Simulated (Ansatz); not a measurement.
# A convergence test on CuBiPbS3 (Aikinite): k mesh of the density

How far can the k mesh of the density be lowered for the gap of CuBiPbS3 (Aikinite)?

Method: DFT, LDA, plane waves, PAW, in Ansatz 0.2.0.

**1. Set-up**

Symmetry: Pnma, No. 62, orthorhombic system. The conventional cell has a = 11.638 Å, b = 4.039 Å, c = 11.319 Å, α = 90.00°, β = 90.00°, γ = 90.00°. Nearest to Cu lie 4 S at 2.31 to 2.40 Å. Nearest to Bi lie 6 S at 2.66 to 3.16 Å. Nearest to Pb lie 7 S at 2.89 to 3.26 Å and 2 Cu at 3.29 Å. S has 2 Cu at 2.35 Å and 1 Bi at 2.66 Å and 2 Pb at 2.99 Å nearest. Nearest to S lie 1 Cu at 2.31 Å and 3 Pb at 2.89 to 2.99 Å and 2 Bi at 2.95 Å. Nearest to S lie 1 Cu at 2.40 Å and 3 Bi at 2.76 to 3.16 Å and 2 Pb at 3.26 Å. Farther neighbours, and contacts between anions beyond the nearest, are not listed.

The cell and positions come from the Crystallography Open Database and are kept as given unless a step says otherwise. The default PAW set here is soft_2. Its files were made with PBE.

**2. k mesh of the density: 1×2×1**

input.yaml

```yaml
crystal:
  lattice:
    - [11.638, 0.0, 0.0]
    - [0.0, 4.039, 0.0]
    - [0.0, 0.0, 11.319]
  atoms:
    - { symbol: Cu, position: [0.2338, 0.25, 0.2085] }
    - { symbol: Cu, position: [0.2662, 0.75, 0.7085] }
    - { symbol: Cu, position: [0.7338, 0.25, 0.2915] }
    - { symbol: Cu, position: [0.7662, 0.75, 0.7915] }
    - { symbol: Bi, position: [0.0189, 0.25, 0.6827] }
    - { symbol: Bi, position: [0.4811, 0.75, 0.1827] }
    - { symbol: Bi, position: [0.5189, 0.25, 0.8173] }
    - { symbol: Bi, position: [0.9811, 0.75, 0.3173] }
    - { symbol: Pb, position: [0.8329, 0.25, 0.0105] }
    - { symbol: Pb, position: [0.6671, 0.75, 0.5105] }
    - { symbol: Pb, position: [0.3329, 0.25, 0.4895] }
    - { symbol: Pb, position: [0.1671, 0.75, 0.9895] }
    - { symbol: S, position: [0.716, 0.25, 0.6986] }
    - { symbol: S, position: [0.784, 0.75, 0.1986] }
    - { symbol: S, position: [0.216, 0.25, 0.8014] }
    - { symbol: S, position: [0.284, 0.75, 0.3014] }
    - { symbol: S, position: [0.0467, 0.25, 0.14] }
    - { symbol: S, position: [0.4533, 0.75, 0.64] }
    - { symbol: S, position: [0.5467, 0.25, 0.36] }
    - { symbol: S, position: [0.9533, 0.75, 0.86] }
    - { symbol: S, position: [0.3775, 0.25, 0.0559] }
    - { symbol: S, position: [0.1225, 0.75, 0.5559] }
    - { symbol: S, position: [0.8775, 0.25, 0.4441] }
    - { symbol: S, position: [0.6225, 0.75, 0.9441] }
kpoints:
  mp_grid: { grid: [1, 2, 1] }
  band_path:
    path:
      - [0.0, 0.0, 0.0]
      - [0.5, 0.0, 0.0]
      - [0.5, 0.5, 0.0]
      - [0.0, 0.5, 0.0]
      - [0.0, 0.0, 0.5]
      - [0.5, 0.0, 0.5]
      - [0.5, 0.5, 0.5]
      - [0.0, 0.5, 0.5]
      - [0.0, 0.0, 0.4]
      - [0.0, 0.25, 0.0]
      - [0.0, 0.0, 0.35]
    npoints: 1
hamiltonian:
  xc: lda
scf:
  occupations: { method: fixed }
  n_extra_bands: 12
output:
  eigenvalues: true
  forces: true
  stress: true
  write_density: true
  write_potential: true
  elf: true
  volumetric_format: npy
```

Command:

```bash
ansatz run input.yaml --threads 3 --pin off --max-ram 92160MiB --backend cuda --events-out ev --progress --plain --runs-dir out --devices 1 --max-vram 13GiB
```

Output:

```text
scf.n_extra_bands = 12 over 132 filled bands (N_el = 264.0): the run solves 144 bands
GPUs: using 1 of 1 available (devices: 1).
Engine: ansatz 0.2.0, x86_64-unknown-linux-gnu
Pseudopotentials: kind: paw
Pseudopotential: Cu, paw, valence charge 19, recommended cutoff 420 eV (normal), Cu.paw.azcp
Pseudopotential: Bi, paw, valence charge 15, recommended cutoff 420 eV (normal), Bi.paw.azcp
Pseudopotential: Pb, paw, valence charge 14, recommended cutoff 420 eV (normal), Pb.paw.azcp
Pseudopotential: S, paw, valence charge 6, recommended cutoff 420 eV (normal), S.paw.azcp
Functional definition: SPW92
  exchange = slater_x
  correlation = pw_c
device memory: the entry about to start is reckoned to put 5.2 GiB on a device that reports 29.7 GiB free (of which the cap on the GPU budget leaves the run 13.0 GiB)
GPU FFT provider: cuFFT
GPU libraries: cuBLAS 13.8.2, cuFFT 12.4.0, cuSOLVER 12.3.4
Crystal: 24 atoms, lattice volume = 532.060 Å³
Basis set: ecut = 420 eV, 10407 PW (Γ)
Bands: 144, of which v1, the nominal top of the filled ones, is band 132 counted from 1 (131 counted from 0)
Symmetry: 8 space group operations
Space group: Pnma (ITA 62), of the structure as read, at distance tolerance 8.1e-5 Å
k-points: 2
Non-local potential: Cu, projectors of the file, l = 0: 3, l = 1: 2, l = 2: 3, l = 3: 1
Non-local potential: Bi, projectors of the file, l = 0: 2, l = 1: 2, l = 2: 2, l = 3: 2
Non-local potential: Pb, projectors of the file, l = 0: 2, l = 1: 2, l = 2: 2, l = 3: 2
Non-local potential: S, projectors of the file, l = 0: 2, l = 1: 2, l = 2: 2
PAW form: soft (Blöchl's): semilocal exchange-correlation on the pseudo side does not see the compensation charge
PAW frozen core: Cu, regenerated for the run's functional, and the local potential with it (the file was generated under x = pbe(κ = 0.804, μ = 0.219515), c = pbe(β = 0.066725))
PAW frozen core: Bi, regenerated for the run's functional, and the local potential with it (the file was generated under x = pbe(κ = 0.804, μ = 0.219515), c = pbe(β = 0.066725))
PAW frozen core: Pb, regenerated for the run's functional, and the local potential with it (the file was generated under x = pbe(κ = 0.804, μ = 0.219515), c = pbe(β = 0.066725))
PAW frozen core: S, regenerated for the run's functional, and the local potential with it (the file was generated under x = pbe(κ = 0.804, μ = 0.219515), c = pbe(β = 0.066725))
PAW one-centre angular grid: Cu, 590 points (default); XC on 64 Gauss nodes
PAW one-centre angular grid: Bi, 590 points (default); XC on 64 Gauss nodes
PAW one-centre angular grid: Pb, 590 points (default); XC on 64 Gauss nodes
PAW one-centre angular grid: S, 110 points (default); XC on 64 Gauss nodes
Initial density: superposition of atomic densities (neutral atoms: chi_scale 0, normalization atom), corrected by the library's trained network
Initial wavefunctions: pseudopotential atomic-orbital guess
GPU buffer pool allocated for 172800 grid points (all kernels)
GPU transforms: local potential and band sums: pruned to the plane-wave sphere, on 80×27×75
Functional: x = slater, c = lda
SCF iter   1: F=—  HF=-131417.535247 eV  |F-HF|=—  |Δ(HF+E_count)|=         —  Δρ=9.31e-3  dr2=3.33e-1  ethr=1.77e-3  ⟨swp⟩=4.5  Hψ=987  notcnv=0  defer=12
preconditioner: auto → Resta (q_TF=auto, 2.428 Å⁻¹)  ε∞=5.3  [insulator: Δε(μ)=0.948 eV  Ē_g=11.870 eV  n_scr=134 (ndim 8)  ℏωp=24.5 eV  f_vac=0.016  ε∞_Penn≈5.3]
SCF iter   2: F=—  HF=-131417.514917 eV  |F-HF|=—  |Δ(HF+E_count)|=   2.03e-2  Δρ=8.42e-3  dr2=2.92e-1  ethr=1.26e-4  ⟨swp⟩=2.0  Hψ=620  notcnv=0  defer=20
SCF iter   3: F=—  HF=-131417.467942 eV  |F-HF|=—  |Δ(HF+E_count)|=   4.70e-2  Δρ=4.74e-3  dr2=7.07e-2  ethr=1.11e-4  ⟨swp⟩=2.0  Hψ=541  notcnv=0  defer=20
SCF iter   4: F=—  HF=-131417.454229 eV  |F-HF|=—  |Δ(HF+E_count)|=   1.37e-2  Δρ=1.70e-3  dr2=9.71e-3  ethr=2.68e-5  ⟨swp⟩=2.0  Hψ=381  notcnv=0  defer=20
SCF iter   5: F=—  HF=-131417.453013 eV  |F-HF|=—  |Δ(HF+E_count)|=   1.22e-3  Δρ=3.50e-4  dr2=4.67e-4  ethr=3.68e-6  ⟨swp⟩=2.0  Hψ=365  notcnv=0  defer=19
SCF iter   6: F=—  HF=-131417.452079 eV  |F-HF|=—  |Δ(HF+E_count)|=   9.33e-4  Δρ=4.12e-5  dr2=1.41e-5  ethr=1.77e-7  ⟨swp⟩=2.0  Hψ=387  notcnv=0  defer=7
SCF iter   7: F=—  HF=-131417.452164 eV  |F-HF|=—  |Δ(HF+E_count)|=   8.44e-5  Δρ=2.19e-5  dr2=3.90e-6  ethr=5.35e-9  ⟨swp⟩=2.0  Hψ=431  notcnv=0  defer=7
SCF iter   8: F=—  HF=-131417.452164 eV  |F-HF|=—  |Δ(HF+E_count)|=   1.23e-7  Δρ=6.21e-6  dr2=2.91e-7  ethr=1.48e-9  ⟨swp⟩=2.0  Hψ=388  notcnv=0  defer=7
SCF iter   9: F=—  HF=-131417.452164 eV  |F-HF|=—  |Δ(HF+E_count)|=   4.23e-8  Δρ=5.99e-6  dr2=1.63e-7  ethr=3.79e-11  ⟨swp⟩=16.0  Hψ=2981  notcnv=0
SCF iter  10: F=-131417.452164 eV  HF=-131417.452164 eV  |F-HF|=1.34e-9  |Δ(HF+E_count)|=   2.17e-8  Δρ=6.38e-7  dr2=3.45e-9  ethr=3.79e-11  ⟨swp⟩=11.0  Hψ=3345  notcnv=0
SCF 1 converged in 10 iterations: F = -131417.452164 eV  dr2 = 3.45e-9
[...]
device memory: the entry about to start is reckoned to put 5.0 GiB on a device that reports 29.7 GiB free (of which the cap on the GPU budget leaves the run 13.0 GiB)
NSCF: frozen V_eff on 11 k-points
SCF converged after 10 iterations
Free energy (F): -131417.452164 eV
Harris-Foulkes:  -131417.452164 eV  (|F-HF|=1.34e-9)
Internal energy: -131417.452164 eV  (E = F + TS)
E sigma→0 (E₀):  -131417.452164 eV
Fermi energy:    8.845908 eV
--- Per-component energies (eV) ---
  E_band       = -2490.427747
  E_kinetic    = 4845.023481
  E_local      = -36016.132444  (includes V_loc(G=0)·N_el)
  E_nonlocal   = 5641.451637
  E_hartree    = 15036.418273
  E_xc         = -2991.282202
  E_vxc        = -2628.206367  (∫ρ·V_xc dr)
  E_paw        = -95034.002301  (= ΣΔE_a)
  E_vpaw       = -4405.395976  (= ΣTr[D̂ρ^β])
  E_aug_tail   = -0.001070  (compensation charges beyond the density's cutoff)
  E_ewald      = -22902.234155
  E_core_change = 3.306617  (= ΣΔE_core)
  E_smearing   = -0.000000  (= −TS)
  E_closure    = 0.000000  (closes the sum)
  Σ components = -131417.452164   (vs F -131417.452164, Δ=0.00e0)
--- Forces (eV/Å), atoms counted from 1 ---
  atom   1  Cu    -0.09005912     0.00000000    -0.29827113
  atom   2  Cu     0.09005912     0.00000000    -0.29827113
  atom   3  Cu    -0.09005912     0.00000000     0.29827113
  atom   4  Cu     0.09005912     0.00000000     0.29827113
  atom   5  Bi     0.33910653    -0.00000000    -0.06719247
  atom   6  Bi    -0.33910653    -0.00000000    -0.06719247
  atom   7  Bi     0.33910653    -0.00000000     0.06719247
  atom   8  Bi    -0.33910653    -0.00000000     0.06719247
  atom   9  Pb    -0.04052643     0.00000000     0.08440618
  atom  10  Pb     0.04052643     0.00000000     0.08440618
  atom  11  Pb    -0.04052643     0.00000000    -0.08440618
  atom  12  Pb     0.04052643     0.00000000    -0.08440618
  atom  13  S     -0.29004567    -0.00000000    -0.00558847
  atom  14  S      0.29004567     0.00000000    -0.00558847
[...]
atom  20  S     -0.08631699     0.00000000    -0.30605594
  atom  21  S     -0.01423086     0.00000000     0.40395780
  atom  22  S      0.01423086     0.00000000     0.40395780
  atom  23  S     -0.01423086     0.00000000    -0.40395780
  atom  24  S      0.01423086     0.00000000    -0.40395780
  max |Σ_I F_I| component: 1.67e-16 eV/Å
--- Stress (GPa, compression-positive) ---
       -2.847835       0.000000       0.000000
        0.000000      -1.420210       0.000000
        0.000000       0.000000      -4.824137
  P = ⅓ Tr σ = -3.0307 GPa (-30.307 kbar)
--- Band table (eV) ---
  k-point 0: bands = [... 128 lower, 8.7216, 8.7784, 8.8243, 8.8459, 9.8602, 9.9655, 10.0834, 10.3530, ... 8 higher]
  k-point 1: bands = [... 128 lower, 8.3823, 8.3823, 8.3835, 8.3835, 10.3909, 10.3909, 10.5246, 10.5246, ... 8 higher]
```

Elapsed: 8 s, on 1 × NVIDIA H100 80GB HBM3 (shared by 6 runs) with 3 threads of AMD EPYC 7R13 (Zen 3), shared host; peak memory 1.2 GiB.

Read from the output:

* pressure: -3.031 GPa
* gap: 0.5789 eV
* valence top at: k = (0.000, 0.000, 0.400)
* conduction bottom at: k = (0.000, 0.250, 0.000)
* least direct gap: 0.6083 eV

The gap is indirect, with the least direct gap 0.03 eV higher.

**3. k mesh of the density: 2×4×2**

Changes to input.yaml since step 2:

```diff
@@ -31,3 +31,3 @@
 kpoints:
-  mp_grid: { grid: [1, 2, 1] }
+  mp_grid: { grid: [2, 4, 2] }
   band_path:
@@ -55,5 +55 @@
   stress: true
-  write_density: true
-  write_potential: true
-  elf: true
-  volumetric_format: npy
```

Output:

```text
[...]
GPUs: using 1 of 1 available (devices: 1).
[...]
GPU FFT provider: cuFFT
GPU libraries: cuBLAS 13.8.2, cuFFT 12.4.0, cuSOLVER 12.3.4
Crystal: 24 atoms, lattice volume = 532.060 Å³
Basis set: ecut = 420 eV, 10407 PW (Γ)
Bands: 144, of which v1, the nominal top of the filled ones, is band 132 counted from 1 (131 counted from 0)
Symmetry: 8 space group operations
[...]
k-point 0: bands = [... 128 lower, 8.7019, 8.7716, 8.8181, 8.8242, 9.8570, 9.9571, 10.0787, 10.3467, ... 8 higher]
  k-point 1: bands = [... 128 lower, 8.7060, 8.7060, 9.0230, 9.0230, 9.7092, 9.7092, 10.4743, 10.4743, ... 8 higher]
  k-point 2: bands = [... 128 lower, 8.3109, 8.4315, 8.4742, 8.5811, 9.6183, 10.3284, 10.8517, 10.9981, ... 8 higher]
  k-point 11: bands = [... 128 lower, 8.2481, 8.2481, 8.2481, 8.2481, 10.5297, 10.5297, 10.5297, 10.5297, ... 8 higher]
[key lines of the parts left out:]
SCF converged after 10 iterations
Free energy (F): -131419.119090 eV
Fermi energy:    9.022985 eV
P = ⅓ Tr σ = -3.8739 GPa (-38.739 kbar)
```

Run time: 9.2 s. Hardware: 1 × NVIDIA H100 80GB HBM3 (shared by 6 runs) with 3 threads; peak memory 1.1 GiB; 15 s of CPU time.

This step gave:

* pressure: -3.874 GPa
* gap: 0.5891 eV
* valence top at: k = (0.000, 0.000, 0.400)
* conduction bottom at: k = (0.000, 0.250, 0.000)
* least direct gap: 0.6178 eV

The gap is 0.589 eV, +0.010 eV from the run before at this level.

**4. k mesh of the density: 2×6×2 (the default)**

Changes to input.yaml since step 3:

```diff
@@ -31,17 +31,10 @@
 kpoints:
-  mp_grid: { grid: [2, 4, 2] }
+  mp_grid: { grid: [2, 6, 2] }
   band_path:
     path:
-      - [0.0, 0.0, 0.0]
-      - [0.5, 0.0, 0.0]
-      - [0.5, 0.5, 0.0]
-      - [0.0, 0.5, 0.0]
-      - [0.0, 0.0, 0.5]
-      - [0.5, 0.0, 0.5]
-      - [0.5, 0.5, 0.5]
-      - [0.0, 0.5, 0.5]
-      - [0.0, 0.0, 0.4]
-      - [0.0, 0.25, 0.0]
-      - [0.0, 0.0, 0.35]
-    npoints: 1
+      - [[0.0, 0.0, 0.0], [0.5, 0.0, 0.0], [0.5, 0.5, 0.0], [0.0, 0.5, 0.0], [0.0, 0.0, 0.0], [0.0, 0.0, 0.5], [0.5, 0.0, 0.5], [0.5, 0.5, 0.5], [0.0, 0.5, 0.5], [0.0, 0.0, 0.5]]
+      - [[0.5, 0.0, 0.0], [0.5, 0.0, 0.5]]
+      - [[0.0, 0.5, 0.0], [0.0, 0.5, 0.5]]
+      - [[0.5, 0.5, 0.0], [0.5, 0.5, 0.5]]
+    npoints: 10
 hamiltonian:
@@ -49,3 +42,3 @@
 scf:
-  occupations: { method: fixed }
+  occupations: { method: fermi_dirac, width: 0.02 }
   n_extra_bands: 12
@@ -55 +48,5 @@
   stress: true
+  write_density: true
+  write_potential: true
+  elf: true
+  volumetric_format: npy
```

Output:

```text
[...]
GPUs: using 1 of 1 available (devices: 1).
[...]
GPU FFT provider: cuFFT
GPU libraries: cuBLAS 13.8.2, cuFFT 12.4.0, cuSOLVER 12.3.4
Crystal: 24 atoms, lattice volume = 532.060 Å³
Basis set: ecut = 420 eV, 10407 PW (Γ)
Bands: 144, of which v1, the nominal top of the filled ones, is band 132 counted from 1 (131 counted from 0)
Symmetry: 8 space group operations
[...]
k-point 0: bands = [... 128 lower, 8.7028, 8.7724, 8.8189, 8.8250, 9.8555, 9.9578, 10.0785, 10.3466, ... 8 higher]
  k-point 1: bands = [... 128 lower, 8.7051, 8.7051, 9.0240, 9.0240, 9.7082, 9.7082, 10.4741, 10.4741, ... 8 higher]
  k-point 2: bands = [... 128 lower, 8.5792, 8.5955, 8.6155, 8.7292, 9.8104, 9.9582, 10.6428, 10.9165, ... 8 higher]
  k-point 15: bands = [... 128 lower, 8.2490, 8.2490, 8.2490, 8.2490, 10.5300, 10.5300, 10.5300, 10.5300, ... 8 higher]
[key lines of the parts left out:]
SCF converged after 10 iterations
Free energy (F): -131419.117550 eV
Fermi energy:    9.365900 eV
P = ⅓ Tr σ = -3.8521 GPa (-38.521 kbar)
```

Elapsed: 38 s, on 1 × NVIDIA H100 80GB HBM3 (shared by 6 runs) with 3 threads; peak memory 1.6 GiB; 91 s of CPU time.

This step gave:

```
pressure             : -3.852 GPa
gap                  : 0.5887 eV
valence top at       : k = (0.000, 0.000, 0.400)
conduction bottom at : k = (0.000, 0.250, 0.000)
least direct gap     : 0.6159 eV
```

The gap is 0.589 eV, as in the run before at this level.

**5. k mesh of the density: 4×8×4**

Changes to input.yaml since step 4:

```diff
@@ -31,10 +31,17 @@
 kpoints:
-  mp_grid: { grid: [2, 6, 2] }
+  mp_grid: { grid: [4, 8, 4] }
   band_path:
     path:
-      - [[0.0, 0.0, 0.0], [0.5, 0.0, 0.0], [0.5, 0.5, 0.0], [0.0, 0.5, 0.0], [0.0, 0.0, 0.0], [0.0, 0.0, 0.5], [0.5, 0.0, 0.5], [0.5, 0.5, 0.5], [0.0, 0.5, 0.5], [0.0, 0.0, 0.5]]
-      - [[0.5, 0.0, 0.0], [0.5, 0.0, 0.5]]
-      - [[0.0, 0.5, 0.0], [0.0, 0.5, 0.5]]
-      - [[0.5, 0.5, 0.0], [0.5, 0.5, 0.5]]
-    npoints: 10
+      - [0.0, 0.0, 0.0]
+      - [0.5, 0.0, 0.0]
+      - [0.5, 0.5, 0.0]
+      - [0.0, 0.5, 0.0]
+      - [0.0, 0.0, 0.5]
+      - [0.5, 0.0, 0.5]
+      - [0.5, 0.5, 0.5]
+      - [0.0, 0.5, 0.5]
+      - [0.0, 0.0, 0.4]
+      - [0.0, 0.25, 0.0]
+      - [0.0, 0.0, 0.35]
+    npoints: 1
 hamiltonian:
@@ -42,3 +49,3 @@
 scf:
-  occupations: { method: fermi_dirac, width: 0.02 }
+  occupations: { method: fixed }
   n_extra_bands: 12
```

Output:

```text
[...]
GPUs: using 1 of 1 available (devices: 1).
[...]
GPU FFT provider: cuFFT
GPU libraries: cuBLAS 13.8.2, cuFFT 12.4.0, cuSOLVER 12.3.4
Crystal: 24 atoms, lattice volume = 532.060 Å³
Basis set: ecut = 420 eV, 10407 PW (Γ)
Bands: 144, of which v1, the nominal top of the filled ones, is band 132 counted from 1 (131 counted from 0)
Symmetry: 8 space group operations
[...]
k-point 0: bands = [... 128 lower, 8.7022, 8.7716, 8.8184, 8.8244, 9.8557, 9.9575, 10.0785, 10.3465, ... 8 higher]
  k-point 1: bands = [... 128 lower, 8.6967, 8.7159, 8.9122, 8.9850, 9.6542, 9.9467, 10.3802, 10.4557, ... 8 higher]
  k-point 2: bands = [... 128 lower, 8.7036, 8.7036, 9.0234, 9.0234, 9.7083, 9.7083, 10.4738, 10.4738, ... 8 higher]
  k-point 44: bands = [... 128 lower, 8.2483, 8.2483, 8.2483, 8.2483, 10.5302, 10.5302, 10.5302, 10.5302, ... 8 higher]
[key lines of the parts left out:]
SCF converged after 10 iterations
Free energy (F): -131419.119405 eV
Fermi energy:    9.023369 eV
P = ⅓ Tr σ = -3.8494 GPa (-38.494 kbar)
```

Elapsed: 25 s, on 1 × NVIDIA H100 80GB HBM3 (shared by 6 runs) with 3 threads; peak memory 2.2 GiB; 56 s of CPU time.

Read from the output:

* pressure: -3.849 GPa
* gap: 0.5894 eV
* valence top at: k = (0.000, 0.000, 0.400)
* conduction bottom at: k = (0.000, 0.250, 0.000)
* least direct gap: 0.6165 eV

The gap is 0.589 eV, +0.001 eV from the run before at this level.

**6. The series**

Differences are against the last row; a negative gap means that bands overlap, and a run with a band path holds that path's time. Times are wall times on 1 × NVIDIA H100 80GB HBM3 (shared by 6 runs) with 3 threads of AMD EPYC 7R13 (Zen 3), shared host, good to a factor of about two.

```csv
k mesh of the density,gap (eV),direct gap (eV),gap error (eV),energy error (meV/atom),irreducible k,time
1×2×1,0.579,0.608,−0.010,+69.5,2,8 s
2×4×2,0.589,0.618,−0.0003,+0.0,12,9.2 s
2×6×2,0.589,0.616,−0.001,+0.1,16,38 s
4×8×4,0.589,0.617,+0.000,+0.0,45,25 s
```

**7. What came out**

| Property | Result |
| --- | --- |
| 1×2×1 | 0.579 eV |
| 2×4×2 | 0.589 eV |
| 2×6×2 | 0.589 eV |
| 4×8×4 | 0.589 eV |

**Reading.** The gap holds to 0.02 eV from 1×2×1 on, the cheapest setting tried. At 1×2×1 the gap is off by −0.010 eV and the energy by +69 meV/atom. The gap is read over the mesh and added points near the edges, so meshes differ mainly through the density and, for a hybrid, the exchange operator. The runs have no spin polarisation. For a closed low-spin shell that is the natural state; where a d or f shell is open it is a constraint, and the gap is then not the crystal's own.

[Long decimals in the printed logs are rounded to 6 places.]

[Logs are printed without paths, hosts, clocks, repeated set-up lines and the standing remarks that a program may print on its own settings, such as how far it seeks lower states.]

[Paths, hosts, dates, memory and timing lines, banners, echoed tables and standing remarks are left out of the program output; an Ansatz launch command may be rebuilt from the run's recorded settings. Measured values are a selection of at most five: reports struck by readers or far from the other reports are left out. None is set beside runs whose start may be inverted or whose files or cutoffs have a known fault.]

[Runs of the session that timed out or met a known fault of the program may be left out.]

[Cells called generated may have been cut or substituted from an entry of the Crystallography Open Database or the Materials Project.]

[Hosts, paths, dates, database ids (printed as entryN), source tags and the programs' standing remarks are cut or masked in the printed files.]

[Where the starting crystal was built by hand or by swapping elements, it need not be the compound's stable phase.]
